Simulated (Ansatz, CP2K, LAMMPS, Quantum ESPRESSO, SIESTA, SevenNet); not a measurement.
**Structure of amorphous Si0.625Ge0.375 (72 atoms) across programs**

Aim: relax amorphous Si0.625Ge0.375 (72 atoms), then compare forces and pressure from several programs at that geometry.

These are calculated values.

### Step 1. The cell

The cell holds 72 atoms (45 Si and 27 Ge), with edges of 11.60, 11.60 and 11.60 Å. Recipe: 72 atoms (45 Si, 27 Ge) placed at random at 3.43 g/cm³, melted at 3500 K for 10 ps at fixed volume with the Tersoff potential (Tersoff, Phys. Rev. B 39, 5566 (1989)). Quenched from 3500 K to 300 K at 20 K/ps and fixed volume, annealed at 800 K for 20 ps, held 5 ps, then minimised at fixed cell. Then the atoms were relaxed with SevenNet l3i5 in the fixed cell. Then the atoms were relaxed with CP2K double zeta, PBE.

### Step 2. The relaxation

CP2K double zeta (DZVP-MOLOPT-SR, GTH-PBE potentials, 280 Ry; k-points Γ) took 39 geometry steps and reached its thresholds. It started from the geometry that SevenNet l3i5 had relaxed.

Elapsed: 10 min, on 8 threads of Arm Neoverse V2, shared host; peak memory 1.8 GiB.

|  | before | after |
| --- | --- | --- |
| energy (meV/atom) | 0 | -18.0 |
| Si-Ge bonds under 2.93 Å | 77 at 2.478 Å | 75 at 2.465 Å |
| Si-Si bonds under 2.88 Å | 56 at 2.402 Å | 54 at 2.381 Å |
| Ge-Ge bonds under 2.88 Å | 17 at 2.510 Å | 17 at 2.501 Å |

Atoms moved by 0.22 Å r.m.s. and 1.19 Å at most, with the common shift taken off.

### Step 3. Structure of the relaxed cell

Density 3.43 g/cm³, 21.68 Å³ an atom.

g(r), total and by pair (bins of 0.1 Å):

| r (Å) | total | Si-Si | Si-Ge | Ge-Ge |
| --- | --- | --- | --- | --- |
| 2.15 | 0.00 | 0.00 | 0.00 | 0.00 |
| 2.25 | 0.28 | 0.71 | 0.00 | 0.00 |
| 2.35 | 4.22 | 7.75 | 2.37 | 0.60 |
| 2.45 | 5.35 | 2.89 | 7.16 | 6.17 |
| 2.55 | 1.49 | 0.38 | 2.39 | 1.58 |
| 2.65 | 0.41 | 0.00 | 0.59 | 0.95 |
| 2.75 | 0.06 | 0.00 | 0.13 | 0.00 |
| 2.85 | 0.00 | 0.00 | 0.00 | 0.00 |
| 2.95 | 0.00 | 0.00 | 0.00 | 0.00 |
| 3.05 | 0.10 | 0.00 | 0.11 | 0.37 |
| 3.15 | 0.10 | 0.13 | 0.00 | 0.34 |
| 3.25 | 0.14 | 0.00 | 0.29 | 0.00 |
| 3.35 | 0.47 | 0.77 | 0.18 | 0.60 |
| 3.45 | 0.72 | 0.41 | 1.02 | 0.57 |
| 3.55 | 1.10 | 1.36 | 1.05 | 0.54 |
| 3.65 | 1.65 | 2.03 | 1.53 | 1.01 |
| 3.75 | 1.67 | 2.01 | 1.52 | 1.21 |
| 3.85 | 1.52 | 1.15 | 1.86 | 1.38 |
| 3.95 | 1.71 | 1.56 | 1.76 | 1.95 |
| 4.05 | 1.70 | 1.80 | 1.62 | 1.66 |
| 4.15 | 1.73 | 1.78 | 1.61 | 1.99 |
| 4.25 | 1.56 | 1.36 | 1.75 | 1.51 |
| 4.35 | 1.41 | 1.23 | 1.51 | 1.61 |
| 4.45 | 0.92 | 0.75 | 0.93 | 1.38 |
| 4.55 | 0.72 | 0.89 | 0.59 | 0.66 |
| 4.65 | 0.78 | 0.74 | 0.81 | 0.79 |
| 4.75 | 0.62 | 0.71 | 0.59 | 0.45 |
| 4.85 | 0.75 | 0.47 | 0.91 | 1.02 |
| 4.95 | 0.60 | 0.70 | 0.46 | 0.83 |
| 5.05 | 0.79 | 0.91 | 0.68 | 0.80 |
| 5.15 | 0.81 | 0.88 | 0.69 | 1.03 |
| 5.25 | 0.94 | 0.89 | 1.04 | 0.74 |
| 5.35 | 0.84 | 0.77 | 1.04 | 0.35 |
| 5.45 | 0.81 | 0.70 | 0.82 | 1.03 |
| 5.55 | 1.01 | 1.16 | 0.96 | 0.78 |
| 5.65 | 1.16 | 0.96 | 1.35 | 1.06 |
| 5.75 | 1.23 | 1.22 | 1.30 | 1.03 |

Bonds by pair of elements; cutoffs follow the first minimum of g(r), held within bounds set by covalent radii, and pairs that aren't listed don't count as bonded:

| pair A-B | cutoff (Å) | bonds | mean length (Å) | spread (Å) | shortest (Å) | B about A | A about B |
| --- | --- | --- | --- | --- | --- | --- | --- |
| Si-Si | 2.88 | 54 | 2.38 | 0.06 | 2.27 | 2.4 | 2.4 |
| Si-Ge | 2.93 | 75 | 2.46 | 0.076 | 2.34 | 1.67 | 2.78 |
| Ge-Ge | 2.88 | 17 | 2.50 | 0.079 | 2.38 | 1.26 | 1.26 |

How many atoms have how many bonded neighbours:

| element | mean | 4 | 5 |
| --- | --- | --- | --- |
| Ge | 4.04 | 26 | 1 |
| Si | 4.07 | 42 | 3 |

Bond angles (no mean is given where the spread exceeds 20°):

| angle | count | mean (°) | spread (°) |
| --- | --- | --- | --- |
| Ge-Si-Si | 153 | 108 | 13.7 |
| Si-Si-Si | 89 | 110 | 12.8 |
| Si-Ge-Si | 84 | 108 | 14 |
| Ge-Ge-Si | 61 | 110 | 12.6 |
| Ge-Si-Ge | 40 | 107 | 14 |

Bond length by coordination (bonds to H left out):

| element | coordination | atoms | mean bond length (Å) |
| --- | --- | --- | --- |
| Ge | 4 | 26 | 2.47 |
| Ge | 5 | 1 | 2.57 |
| Si | 4 | 42 | 2.41 |
| Si | 5 | 3 | 2.50 |

Rings of the network by King's shortest-path rule, up to 12 atoms, one path for each pair of neighbours; H, halogens, alkali and alkaline-earth atoms are left out, and the last column divides by all other atoms, bonded or not:

| ring size (atoms) | rings | per network atom |
| --- | --- | --- |
| 3 | 1 | 0.014 |
| 4 | 2 | 0.028 |
| 5 | 37 | 0.514 |
| 6 | 56 | 0.778 |
| 7 | 33 | 0.458 |
| 8 | 3 | 0.042 |

For some of the pairs, g(r) has its first main peak near 2.4 Å (Si-Si), 2.5 Å (Si-Ge) and 2.5 Å (Ge-Ge). With the cutoffs above, 96 % of Ge atoms have 4 and 93 % of Si atoms have 4 bonded neighbours. The Ge-Si-Si angle averages 108° with a spread of 14°. Rings of 6 atoms are the most common (42 % of those counted); sizes run from 3 to 8.

### Step 4. The plane-wave reference

Quantum ESPRESSO 7.5: Kohn-Sham DFT, PBE, SSSP efficiency 1.3.0 pseudopotentials, plane waves. Its input for the relaxed cell:

```
&control
  calculation = 'scf'
  pseudo_dir = './pseudo'
  outdir = './tmp'
  disk_io = 'none'
  tprnfor = .true.
  tstress = .true.
/
&system
  ibrav = 0
  nat = 72
  ntyp = 2
  ecutwfc = 45
  ecutrho = 360
  nosym = .true.
  occupations = 'smearing'
  smearing = 'fd'
  degauss = 0.003675
/
&electrons
  conv_thr = 3.6e-07
  electron_maxstep = 100
  mixing_beta = 0.2
  mixing_mode = 'local-TF'
  diagonalization = 'david'
/
ATOMIC_SPECIES
Si 28.085 Si.upf
Ge 72.630 Ge.upf
CELL_PARAMETERS angstrom
11.60090 0.00000 0.00000
0.00000 11.60090 0.00000
0.00000 0.00000 11.60090
ATOMIC_POSITIONS crystal
Si 0.49838 0.82991 0.36498
Si 0.66575 0.01914 0.09751
Si 0.60408 0.79373 0.67352
[... 67 atom lines left out ...]
Ge 0.28381 0.10605 0.36780
Ge 0.52770 0.53473 0.51200
K_POINTS gamma
```

The job ended after 92 s (8 MPI ranks of Arm Neoverse V2, shared host; peak memory 4.6 GiB; 12 min of CPU time).

### Step 5. Side by side

CPU times are from a shared host and are rough.

| level | basis or training data | k-points | own r.m.s. force (meV/Å) | difference from the reference (meV/Å) | pressure (GPa) | CPU time | memory (GiB) |
| --- | --- | --- | --- | --- | --- | --- | --- |
| QE, PBE | plane waves, SSSP efficiency, 45/360 Ry | Γ | 37 | - | 0.32 | 12 min | 4.6 |
| CP2K triple zeta, PBE | TZV2P-UZH, GTH-PBE potentials, 350 Ry | Γ | 22 | 27 | 0.39 | 9.3 min | 4.7 |
| SIESTA DZP, PBE | DZP orbitals, shift 0.01 Ry, mesh 250 Ry | Γ | 88 | 94 | 1.09 | 5.6 min | 1.9 |
| SevenNet l3i5 | trained on PBE(+U) plane-wave data | - | 153 | 148 | 0.35 | 7.9 s | 1.0 |

### Step 6. What came out

Relaxation in the fixed cell lowers the energy by 18 meV/atom at its own level and moves atoms by up to 1.19 Å. By the cutoffs of the final cell 1 bond formed and 5 were lost, leaving 146. The reference finds an r.m.s. force of 37 meV/Å there and a pressure of 0.32 GPa, at a geometry that CP2K double zeta made.

Forces differ from the reference's by 27 meV/Å (CP2K triple zeta, PBE), 94 meV/Å (SIESTA DZP, PBE) and 148 meV/Å (SevenNet l3i5). CP2K double zeta is at its own minimum here, so the reference's force is itself a measure of how the two differ. Pressures lie +0.0 GPa (SevenNet l3i5), +0.1 GPa (CP2K triple zeta, PBE) and +0.8 GPa (SIESTA DZP, PBE) from the reference's. The reference has levels at the Fermi energy, so no gap is quoted. With the cutoffs above, 96 % of Ge atoms have 4 and 93 % of Si atoms have 4 bonded neighbours. Rings of 6 atoms are the most common (42 % of those counted); sizes run from 3 to 8.

Caveats: The density was set by the recipe and held. One sample of a disordered cell; defect or tail levels can set the gap. The quench rate of 20 K/ps is many orders above laboratory rates, so the cell is likely richer in defects and strain than a real sample. The reference samples only Γ, in a cell whose shortest periodic width is 12 Å. The plane-wave runs aren't exact: their cutoffs and mesh weren't converged further here. SIESTA's automatically made basis is far from complete, and its potentials were converted by us (checked for H, C, O, Si, Ge and Ca alone). Spin–orbit coupling is left out. Where levels are smeared, the DFT runs use Fermi–Dirac occupations at 580 K (0.05 eV), and energies are free energies.

[Logs are printed without paths, hosts, clocks, repeated set-up lines and the standing remarks that a program may print on its own settings, such as how far it seeks lower states.]

[Hosts, paths, dates, database ids (printed as entryN), source tags and the programs' standing remarks are cut or masked in the printed files.]
